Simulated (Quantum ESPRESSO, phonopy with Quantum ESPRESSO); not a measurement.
## LiF (Fm-3m): phonons against volume

Which modes of LiF drive its thermal expansion?

Experimental results on record:
- volume expansion coefficient 99.6 1e-6/K and heat capacity C_P per formula unit 42 J/mol/K near room temperature (given in “High-Throughput Prediction of Finite-Temperature Properties using the Quasi-Harmonic Approximation”, 2016, arXiv:1603.06924)
- volume expansion coefficient 106.5 1e-6/K near room temperature (given in “Descriptors for thermal expansion in solids”, 2017, arXiv:1701.03966)

Method: DFT PBE+D3(BJ), scalar-relativistic, plane waves, GBRV ultrasoft pseudopotentials, in Quantum ESPRESSO 7.5.

This is a report of a sequence of runs, with most program output left out.

### 1. Starting point

Symmetry: Fm-3m, No. 225, cubic system. The conventional cell has a = 4.028 Å, b = 4.028 Å, c = 4.028 Å, α = 90.00°, β = 90.00°, γ = 90.00°. Li has 6 F at 2.01 Å nearest. Nearest to F lie 6 Li at 2.01 Å. Farther neighbours and most contacts between anions are not listed.

### 2. A first coarse run

A cheap single point shows whether the cell is a metal or an insulator and how far it is from rest; that sets the k-mesh and the occupations of what follows.

The input, probe.in:

```
&CONTROL
  calculation = 'scf'
  prefix      = 'x'
  outdir      = './tmp'
  pseudo_dir  = './pseudo'
  tprnfor     = .true.
  tstress     = .true.
  verbosity   = 'high'
/
&SYSTEM
  ibrav           = 0
  nat             = 2
  ntyp            = 2
  ecutwfc         = 45.0
  ecutrho         = 270.0
  occupations     = 'smearing'
  smearing        = 'gaussian'
  degauss         = 0.01
  vdw_corr        = 'grimme-d3'
  dftd3_version   = 4
  dftd3_threebody = .false.
/
&ELECTRONS
  conv_thr         = 1.0d-07
  mixing_beta      = 0.7
  electron_maxstep = 100
/
ATOMIC_SPECIES
 Li      6.9400  Li.upf
 F      18.9984  F.upf
CELL_PARAMETERS angstrom
     0.000000000    2.014000000    2.014000000
     2.014000000    0.000000000    2.014000000
     2.014000000    2.014000000    0.000000000
ATOMIC_POSITIONS crystal
 Li     0.000000000   0.000000000   0.000000000
 F      0.500000000   0.500000000   0.500000000
K_POINTS automatic
 8 8 8 0 0 0
```

Started as:

```
$ OMP_NUM_THREADS=1 mpirun -n 4 pw.x -nk 4 -in probe.in > probe.out
```

Elapsed: 1.3 s, on 4 MPI ranks of Arm Neoverse V2, shared host; 4.7 s of CPU time.

This step gave:

- volume per atom: 8.169 Å³
- pressure: -1.461 GPa
- gap on the k-mesh: 9.067 eV

The start is under -1.5 GPa at this level and looks like an insulator or semiconductor on this mesh.

### 3. Relaxation

The vibrations must be taken about the equilibrium of this functional, not about the starting cell, so the structure is relaxed.

The input, relax.in:

```
&CONTROL
  calculation   = 'vc-relax'
  prefix        = 'x'
  outdir        = './tmp'
  pseudo_dir    = './pseudo'
  tprnfor       = .true.
  tstress       = .true.
  forc_conv_thr = 2.0d-05
  etot_conv_thr = 1.0d-07
  nstep         = 40
/
&SYSTEM
  ibrav           = 0
  nat             = 2
  ntyp            = 2
  ecutwfc         = 45.0
  ecutrho         = 270.0
  occupations     = 'fixed'
  nbnd            = 7
  vdw_corr        = 'grimme-d3'
  dftd3_version   = 4
  dftd3_threebody = .false.
/
&ELECTRONS
  conv_thr         = 1.0d-11
  mixing_beta      = 0.7
  electron_maxstep = 100
/
&IONS
/
&CELL
  press_conv_thr = 0.1
/
ATOMIC_SPECIES
 Li      6.9400  Li.upf
 F      18.9984  F.upf
CELL_PARAMETERS angstrom
     0.000000000    2.014000000    2.014000000
     2.014000000    0.000000000    2.014000000
     2.014000000    2.014000000    0.000000000
ATOMIC_POSITIONS crystal
 Li     0.000000000   0.000000000   0.000000000
 F      0.500000000   0.500000000   0.500000000
K_POINTS automatic
 10 10 10 0 0 0
```

Started as:

```
$ OMP_NUM_THREADS=1 mpirun -n 4 pw.x -nk 4 -in relax.in > relax.out
```

It took 4.6 s on 4 MPI ranks; 18 s of CPU time.

Relaxation path:

```csv
step,energy less that of the first step (eV),largest force (eV/Å),volume (Å³)
1,0.0000,0.0000,16.34
2,-0.0011,0.0000,16.21
3,-0.0018,0.0000,16.01
4,-0.0018,0.0000,15.98
5,-0.0018,0.0000,15.98
6,-0.0018,0.0000,15.98
```

```csv
"conventional cell, symmetrised",before,after,change
a (Å),4.028,3.998,-0.7 %
b (Å),4.028,3.998,-0.7 %
c (Å),4.028,3.998,-0.7 %
volume (Å³/atom),8.17,7.99,-2.2 %
```

Final coordinates:

```
Li F
1.0
     0.00000    1.99904    1.99904
     1.99904    0.00000    1.99904
     1.99904    1.99904    0.00000
Li F
1 1
Direct
  0.00000 0.00000 0.00000
  0.50000 0.50000 0.50000
```

This step gave:

```yaml
volume_per_atom: 7.989 Å³
pressure: -0.004 GPa
gap_on_the_k_mesh: 9.267 eV
```

After the last step pw.x solved the final cell once more on a basis chosen for it, which moves the energy without moving the atoms.

### 4. Self-consistent run

A tight ground state at this cell gives the energy of this member; its pressure is the stress at this cutoff, which can carry an offset from the finite basis.

The input, scf.in:

```
&CONTROL
  calculation = 'scf'
  prefix      = 'x'
  outdir      = './tmp'
  pseudo_dir  = './pseudo'
  tprnfor     = .true.
  tstress     = .true.
/
&SYSTEM
  ibrav           = 0
  nat             = 2
  ntyp            = 2
  ecutwfc         = 45.0
  ecutrho         = 270.0
  occupations     = 'fixed'
  nbnd            = 7
  vdw_corr        = 'grimme-d3'
  dftd3_version   = 4
  dftd3_threebody = .false.
/
&ELECTRONS
  conv_thr         = 1.0d-12
  mixing_beta      = 0.7
  electron_maxstep = 100
/
ATOMIC_SPECIES
 Li      6.9400  Li.upf
 F      18.9984  F.upf
CELL_PARAMETERS angstrom
     0.000000000    1.999043227    1.999043227
     1.999043227    0.000000000    1.999043227
     1.999043227    1.999043227    0.000000000
ATOMIC_POSITIONS crystal
 Li     0.000000000   0.000000000   0.000000000
 F      0.500000000   0.500000000   0.500000000
K_POINTS automatic
 12 12 12 0 0 0
```

Started as:

```
$ OMP_NUM_THREADS=1 mpirun -n 4 pw.x -nk 4 -in scf.in > scf.out
```

It took 2 s on 4 MPI ranks.

On a basis chosen for the relaxed cell the pressure is -0.004 GPa, small enough for phonons.

### 5. Ph1.000 field d3hess

The input, d3hess.in:

```
&INPUT
  prefix = 'x'
  outdir = './tmp'
  step   = 0.001
/
```

Started as:

```
$ d3hess.x -in d3hess.in > d3hess.out
```

Elapsed: 2 s, on 1 thread.

### 6. Born charges and dielectric tensor

In a polar crystal the Born charges and ε∞ give the long-range dipole term that a finite supercell misses. They are those of this k-mesh and were not tested on a denser one; where the gap is small they converge slowly, and the LO modes with them.

The input, ph.in:

```
phonons
&INPUTPH
  prefix = 'x'
  outdir = './tmp'
  fildyn = 'x.dyn'
  tr2_ph = 1.0d-18
  epsil  = .true.
/
0.000000000 0.000000000 0.000000000
```

scf.in is that of step 4.

Started as:

```
$ OMP_NUM_THREADS=1 mpirun -n 4 ph.x -nk 4 -in ph.in > ph.out
```

Run time: 19 s. Hardware: 4 MPI ranks.

Numbers from this step:

```yaml
gamma_frequencies: 32.05, 32.05, 32.05, 313.2, 313.2, 313.2 cm⁻¹ (negative: imaginary)
gamma_symmetry: T_1u G_15 G_4- I, T_1u G_15 G_4- I, T_1u G_15 G_4- I, T_1u G_15 G_4- I, T_1u G_15 G_4- I, T_1u G_15 G_4- I
```

ε∞:

```
2.06 0.00 0.00
0.00 2.06 0.00
0.00 0.00 2.06
```

Born charge (rows field, columns displacement), before the sum rule (e), principal values of the symmetric part by kind of site:

```csv
atom,atoms with these values,low,middle,high,mean
Li1,1,1.04,1.04,1.04,1.04
F2,1,-1.05,-1.05,-1.05,-1.05
```

In full for Li1:

```
1.04 0.00 0.00
0.00 1.04 0.00
0.00 0.00 1.04
```

The Born charges sum to zero within 0.0030 e; the rest is removed before use. Acoustic frequencies in this log differ from zero by the error of the sum rule, which ph.x does not impose.

### 7. Forces on a displaced cell

One atom (for the harmonic constants) or a pair of atoms (for the cubic ones) is moved by a few hundredths of an ångström; the forces on all atoms give a column of force constants. The threshold is tight because the forces are small.

System of this step: LiF. The cell holds 54 atoms: 27 Li and 27 F. Its edges and angles: a = 8.481 Å, b = 8.481 Å, c = 8.481 Å, α = 60.0°, β = 60.0°, γ = 60.0°. It derives from LiF, repeated 3×3×3.

The input, disp-00001.in:

```
&CONTROL
  calculation = 'scf'
  prefix      = 'x'
  outdir      = './tmp'
  pseudo_dir  = './pseudo'
  tprnfor     = .true.
  disk_io     = 'none'
/
&SYSTEM
  ibrav           = 0
  nat             = 54
  ntyp            = 2
  ecutwfc         = 45.0
  ecutrho         = 270.0
  occupations     = 'fixed'
  nbnd            = 137
  vdw_corr        = 'grimme-d3'
  dftd3_version   = 4
  dftd3_threebody = .false.
/
&ELECTRONS
  conv_thr         = 1.0d-11
  mixing_beta      = 0.7
  electron_maxstep = 100
/
ATOMIC_SPECIES
 Li      6.9400  Li.upf
 F      18.9984  F.upf
CELL_PARAMETERS angstrom
     0.000000000    5.997129681    5.997129681
     5.997129681    0.000000000    5.997129681
     5.997129681    5.997129681    0.000000000
ATOMIC_POSITIONS crystal
 Li     0.002358151   0.000000000   0.000000000
 Li     0.333333333   0.000000000   0.000000000
 Li     0.666666667   0.000000000   0.000000000
 Li     0.000000000   0.333333333   0.000000000
 Li     0.333333333   0.333333333   0.000000000
 Li     0.666666667   0.333333333   0.000000000
 Li     0.000000000   0.666666667   0.000000000
 Li     0.333333333   0.666666667   0.000000000
[... 42 atom lines left out ...]
 F      0.833333333   0.500000000   0.833333333
 F      0.166666667   0.833333333   0.833333333
 F      0.500000000   0.833333333   0.833333333
 F      0.833333333   0.833333333   0.833333333
K_POINTS automatic
 3 3 3 0 0 0
```

Started as:

```
$ OMP_NUM_THREADS=1 mpirun -n 2 pw.x -nk 2 -in disp-00001.in > disp-00001.out
```

Wall time 7.7 min (2 MPI ranks).

Force (size) by element, in eV/Å:

```csv
element,atoms,mean,spread (r.m.s.),least,largest
Li,27,0.0097,0.0146,0.0012,0.0806
F,27,0.0051,0.0033,0.0010,0.0120
```

The atoms with the largest values:

```csv
atom,"x, y, z (Å)",force (eV/Å)
Li1,"0.00, 0.01, 0.01","0.0000, -0.0570, -0.0570"
Li2,"0.00, 2.00, 2.00","0.0000, 0.0124, 0.0124"
Li3,"0.00, 4.00, 4.00","0.0000, 0.0121, 0.0121"
F30,"2.00, 6.00, 6.00","-0.0001, 0.0085, 0.0085"
F52,"10.00, 6.00, 6.00","0.0001, 0.0085, 0.0085"
F34,"6.00, 2.00, 6.00","0.0000, 0.0063, 0.0085"
F46,"6.00, 6.00, 2.00","0.0000, 0.0085, 0.0063"
Li8,"4.00, 2.00, 6.00","-0.0095, 0.0028, -0.0029"
```

At this level the gap is 9.27 eV on the k-mesh of the self-consistent run, which can miss the band edges.

### 8. Forces on a displaced cell

disp-00002.in, as its differences from disp-00001.in of step 7:

```diff
@@ -33,3 +33,3 @@
 ATOMIC_POSITIONS crystal
- Li     0.002358151   0.000000000   0.000000000
+ Li     0.000000000   0.000000000   0.000000000
  Li     0.333333333   0.000000000   0.000000000
@@ -60,3 +60,3 @@
  Li     0.666666667   0.666666667   0.666666667
- F      0.166666667   0.166666667   0.166666667
+ F      0.169024817   0.166666667   0.166666667
  F      0.500000000   0.166666667   0.166666667
```

Started as:

```
$ OMP_NUM_THREADS=1 mpirun -n 2 pw.x -nk 2 -in disp-00002.in > disp-00002.out
```

The job ended after 8 min (2 MPI ranks).

### 9. Phonons, V/V0 1

This step: DFT PBE+D3(BJ), scalar-relativistic, plane waves, GBRV ultrasoft pseudopotentials (phonopy with Quantum ESPRESSO 4.10.0 / 7.5).

Run time: 8 min. Hardware: 4 threads.

This step gave:

* point group: m-3m
* highest frequency: 647.6 cm⁻¹
* Debye temperature from the second moment: 651 K
* lowest frequency on the path: 0 cm⁻¹
* zero-point energy: 0.1235 eV/cell
* Γ frequencies: 0, 0, 0, 312.1, 312.1, 312.1 cm⁻¹ (negative: imaginary)

Phonopy, LO-TO term from ph.x's tensors. Phonon branches along the path, in cm⁻¹:

```csv
point,branch 1,branch 2,branch 3,branch 4,branch 5,branch 6
Γ,0,0,0,312,312,648
halfway,175,175,268,338,338,567
X,255,255,340,340,368,450
halfway,253,277,337,362,363,443
U,248,318,327,347,420,425
jump to K,248,318,327,347,420,425
halfway,168,206,286,287,354,598
Γ,0,0,0,312,312,648
halfway,143,143,263,306,306,632
L,218,218,301,301,395,604
halfway,237,277,318,349,377,526
W,277,328,328,375,400,400
halfway,267,282,357,358,358,436
X,255,255,340,340,368,450
```

Harmonic. Thermo, by row:

```csv
T (K),F_vib (meV/atom),S (J/mol-atom/K),C_V (J/mol-atom/K)
0,61.78,0,0
50,61.74,0.276,0.939
100,61.15,2.397,6.335
150,58.99,6.092,12
200,54.78,10.12,15.9
250,48.53,13.96,18.42
300,40.38,17.47,20.07
350,30.48,20.65,21.2
400,19.02,23.54,21.98
450,6.13,26.16,22.55
500,-8.05,28.56,22.97
550,-23.43,30.77,23.3
600,-39.91,32.8,23.55
650,-57.41,34.7,23.74
700,-75.85,36.46,23.9
750,-95.18,38.12,24.03
800,-115.3,39.67,24.14
850,-136.3,41.14,24.23
900,-158,42.52,24.3
950,-180.3,43.84,24.37
1000,-203.4,45.09,24.42
```

Phonopy on the run's constants, 21x21x21 mesh, Gaussian sigma 4.9 cm⁻¹. Table of modes by wavenumber; read off at these points; values in 1/cm⁻¹/cell:

```csv
wavenumber (cm⁻¹),F,Li
0.0,2.0e-5,1.0e-5
20.0,2.9e-5,9.5e-6
40.0,1.3e-4,5.0e-5
60.0,4.5e-4,1.6e-4
80.0,8.3e-4,2.8e-4
100.0,0.00119,3.9e-4
120.0,0.00139,4.4e-4
140.0,0.00245,7.2e-4
160.0,0.00395,0.00102
180.0,0.00586,0.00128
200.0,0.00832,0.00135
220.0,0.0162,0.00137
236.1,0.0195,0.00153
240.0,0.0194,0.00153
260.0,0.0155,0.00126
280.0,0.00957,0.00130
300.0,0.0114,0.0191
320.0,0.0107,0.0235
335.4,0.0142,0.0268
340.0,0.0187,0.0262
348.3,0.0231,0.0201
360.0,0.0111,0.0117
380.0,0.00637,0.00987
400.0,3.8e-4,0.00417
420.0,2.6e-5,0.00143
440.0,1.9e-4,0.00370
460.0,2.6e-4,0.00397
480.0,2.4e-4,0.00411
500.0,2.8e-4,0.00403
520.0,3.6e-4,0.00404
540.0,4.3e-4,0.00452
560.0,5.1e-4,0.00497
580.0,6.1e-4,0.00505
600.0,7.3e-4,0.00503
620.0,7.6e-4,0.00319
640.0,4.7e-4,0.00145
660.0,0,7.9e-6
```

No LO-TO term. The modes at Γ (shares of kinetic energy by element, %):

```csv
mode,frequency (cm⁻¹),symmetry,Li %,F %
1,0.0,T1u,27,73
2,0.0,T1u,27,73
3,0.0,T1u,27,73
4,312.1,T1u,73,27
5,312.1,T1u,73,27
6,312.1,T1u,73,27
```

Displacements in mode 4 (312.1 cm⁻¹), the largest set to 1:
```
Li1  1.00  0.00  0.00
F2  -0.37  0.00  0.00
```

No mode is imaginary beyond numerical noise along the path.

The time given is that of the 2 pw.x runs on displaced cells behind this step.

### 10. Self-consistent run, V/V0 1.015

This step: DFT PBE+D3(BJ), scalar-relativistic, plane waves, GBRV ultrasoft pseudopotentials (Quantum ESPRESSO 7.5).

System of this step: LiF. Symmetry: Fm-3m, No. 225, cubic system. Conventional cell: a = 4.018 Å, b = 4.018 Å, c = 4.018 Å, α = 90.00°, β = 90.00°, γ = 90.00°. Nearest to Li lie 6 F at 2.01 Å. Nearest to F lie 6 Li at 2.01 Å. Farther neighbours and most contacts between anions are not listed.

scf.in, as its differences from that of step 6:

```diff
@@ -29,5 +29,5 @@
 CELL_PARAMETERS angstrom
-     0.000000000    1.999043227    1.999043227
-     1.999043227    0.000000000    1.999043227
-     1.999043227    1.999043227    0.000000000
+     0.000000000    2.008988879    2.008988879
+     2.008988879    0.000000000    2.008988879
+     2.008988879    2.008988879    0.000000000
 ATOMIC_POSITIONS crystal
```

Started as:

```
$ OMP_NUM_THREADS=1 mpirun -n 4 pw.x -nk 4 -in scf.in > scf.out
```

Run time: 2.2 s. Hardware: 4 MPI ranks.

At this level the gap is 9.13 eV on the k-mesh of the self-consistent run, which can miss the band edges.

### 11. Ph1.015 field d3hess

d3hess.in is that of step 5.

Started as:

```
$ d3hess.x -in d3hess.in > d3hess.out
```

Elapsed: 2 s, on 1 thread.

### 12. Zone-centre response

ph.in is that of step 6.

scf.in is that of step 10.

Started as:

```
$ OMP_NUM_THREADS=1 mpirun -n 4 ph.x -nk 4 -in ph.in > ph.out
```

The job ended after 20 s (4 MPI ranks).

ε∞:

```
2.05 0.00 0.00
0.00 2.05 0.00
0.00 0.00 2.05
```

The Born charges sum to zero within 0.0035 e; the rest is removed before use. Acoustic frequencies in this log differ from zero by the error of the sum rule, which ph.x does not impose.

### 13. Forces on a displaced cell

System of this step: LiF. The cell holds 54 atoms: 27 Li and 27 F. Its edges and angles: a = 8.523 Å, b = 8.523 Å, c = 8.523 Å, α = 60.0°, β = 60.0°, γ = 60.0°. It derives from LiF, repeated 3×3×3.

disp-00001.in, as its differences from that of step 7:

```diff
@@ -29,7 +29,7 @@
 CELL_PARAMETERS angstrom
-     0.000000000    5.997129681    5.997129681
-     5.997129681    0.000000000    5.997129681
-     5.997129681    5.997129681    0.000000000
+     0.000000000    6.026966638    6.026966638
+     6.026966638    0.000000000    6.026966638
+     6.026966638    6.026966638    0.000000000
 ATOMIC_POSITIONS crystal
- Li     0.002358151   0.000000000   0.000000000
+ Li     0.002346477   0.000000000   0.000000000
  Li     0.333333333   0.000000000   0.000000000
```

Started as:

```
$ OMP_NUM_THREADS=1 mpirun -n 2 pw.x -nk 2 -in disp-00001.in > disp-00001.out
```

Elapsed: 7.6 min, on 2 MPI ranks.

### 14. Lattice dynamics at this volume, V/V0 1.015

This step: DFT PBE+D3(BJ), scalar-relativistic, plane waves, GBRV ultrasoft pseudopotentials (phonopy with Quantum ESPRESSO 4.10.0 / 7.5).

Run time: 7.6 min. Hardware: 4 threads; 29 min of CPU time.

No mode is imaginary beyond numerical noise along the path. The highest zone-centre mode (no LO–TO term) moved by -4.0 % for a volume change of +1.5 %.

The time given is that of the 2 pw.x runs on displaced cells behind this step.

### 15. Self-consistent run, V/V0 0.985

This step: DFT PBE+D3(BJ), scalar-relativistic, plane waves, GBRV ultrasoft pseudopotentials (Quantum ESPRESSO 7.5).

System of this step: LiF. Symmetry: Fm-3m, No. 225, cubic system. Conventional cell: a = 3.978 Å, b = 3.978 Å, c = 3.978 Å, α = 90.00°, β = 90.00°, γ = 90.00°. Nearest to Li lie 6 F at 1.99 Å. Nearest to F lie 6 Li at 1.99 Å. Farther neighbours and most contacts between anions are not listed.

scf.in, as its differences from that of step 12:

```diff
@@ -29,5 +29,5 @@
 CELL_PARAMETERS angstrom
-     0.000000000    2.008988879    2.008988879
-     2.008988879    0.000000000    2.008988879
-     2.008988879    2.008988879    0.000000000
+     0.000000000    1.988997614    1.988997614
+     1.988997614    0.000000000    1.988997614
+     1.988997614    1.988997614    0.000000000
 ATOMIC_POSITIONS crystal
```

Started as:

```
$ OMP_NUM_THREADS=1 mpirun -n 4 pw.x -nk 4 -in scf.in > scf.out
```

Elapsed: 2 s, on 4 MPI ranks.

The run ends at a pressure of 1.16 GPa.

### 16. Ph0.985 field d3hess

d3hess.in is that of step 11.

Started as:

```
$ d3hess.x -in d3hess.in > d3hess.out
```

Wall time 1.9 s (1 thread).

### 17. Born charges and dielectric tensor

ph.in is that of step 12.

scf.in is that of step 15.

Started as:

```
$ OMP_NUM_THREADS=1 mpirun -n 4 ph.x -nk 4 -in ph.in > ph.out
```

Run time: 19 s. Hardware: 4 MPI ranks.

The Born charges sum to zero within 0.0031 e; the rest is removed before use. Acoustic frequencies in this log differ from zero by the error of the sum rule, which ph.x does not impose.

### 18. Forces on a displaced cell

System of this step: LiF. The cell holds 54 atoms: 27 Li and 27 F. Cell: a = 8.439 Å, b = 8.439 Å, c = 8.439 Å, α = 60.0°, β = 60.0°, γ = 60.0°. It derives from LiF, repeated 3×3×3.

disp-00001.in, as its differences from that of step 13:

```diff
@@ -29,7 +29,7 @@
 CELL_PARAMETERS angstrom
-     0.000000000    6.026966638    6.026966638
-     6.026966638    0.000000000    6.026966638
-     6.026966638    6.026966638    0.000000000
+     0.000000000    5.966992842    5.966992842
+     5.966992842    0.000000000    5.966992842
+     5.966992842    5.966992842    0.000000000
 ATOMIC_POSITIONS crystal
- Li     0.002346477   0.000000000   0.000000000
+ Li     0.002370061   0.000000000   0.000000000
  Li     0.333333333   0.000000000   0.000000000
```

Started as:

```
$ OMP_NUM_THREADS=1 mpirun -n 2 pw.x -nk 2 -in disp-00001.in > disp-00001.out
```

Run time: 7.7 min. Hardware: 2 MPI ranks; 15 min of CPU time.

### 19. Lattice dynamics at this volume, V/V0 0.985

This step: DFT PBE+D3(BJ), scalar-relativistic, plane waves, GBRV ultrasoft pseudopotentials (phonopy with Quantum ESPRESSO 4.10.0 / 7.5).

Run time: 7.7 min. Hardware: 4 threads; 31 min of CPU time.

Phonopy, LO-TO term from ph.x's tensors. The phonon branches at the labelled points (cm⁻¹):

```csv
point,branch 1,branch 2,branch 3,branch 4,branch 5,branch 6
Γ,0,0,0,325,325,656
halfway,177,177,277,350,350,574
X,257,257,353,353,379,456
halfway,256,281,350,374,374,450
U,252,324,338,356,429,433
jump to K,252,324,338,356,429,433
halfway,175,208,292,298,367,606
Γ,0,0,0,325,325,656
halfway,147,147,267,318,318,640
L,225,225,311,311,402,612
halfway,244,283,328,362,382,534
W,284,334,334,384,410,410
halfway,272,285,368,368,371,443
X,257,257,353,353,379,456
```

No mode is imaginary beyond numerical noise along the path. The highest zone-centre mode (no LO–TO term) moved by +4.1 % for a volume change of -1.5 %.

The time given is that of the 2 pw.x runs on displaced cells behind this step.

[end of part 1 of 2]

[Logs are printed without paths, hosts, clocks, repeated set-up lines and the standing remarks that a program may print on its own settings, such as how far it seeks lower states.]

[Hosts, paths, dates, database ids (printed as entryN), source tags and the programs' standing remarks are cut or masked in the printed files.]

[A step with changed settings may run another functional than the one named; its input shows which.]

[Of the runs on displaced cells, only some may be shown.]
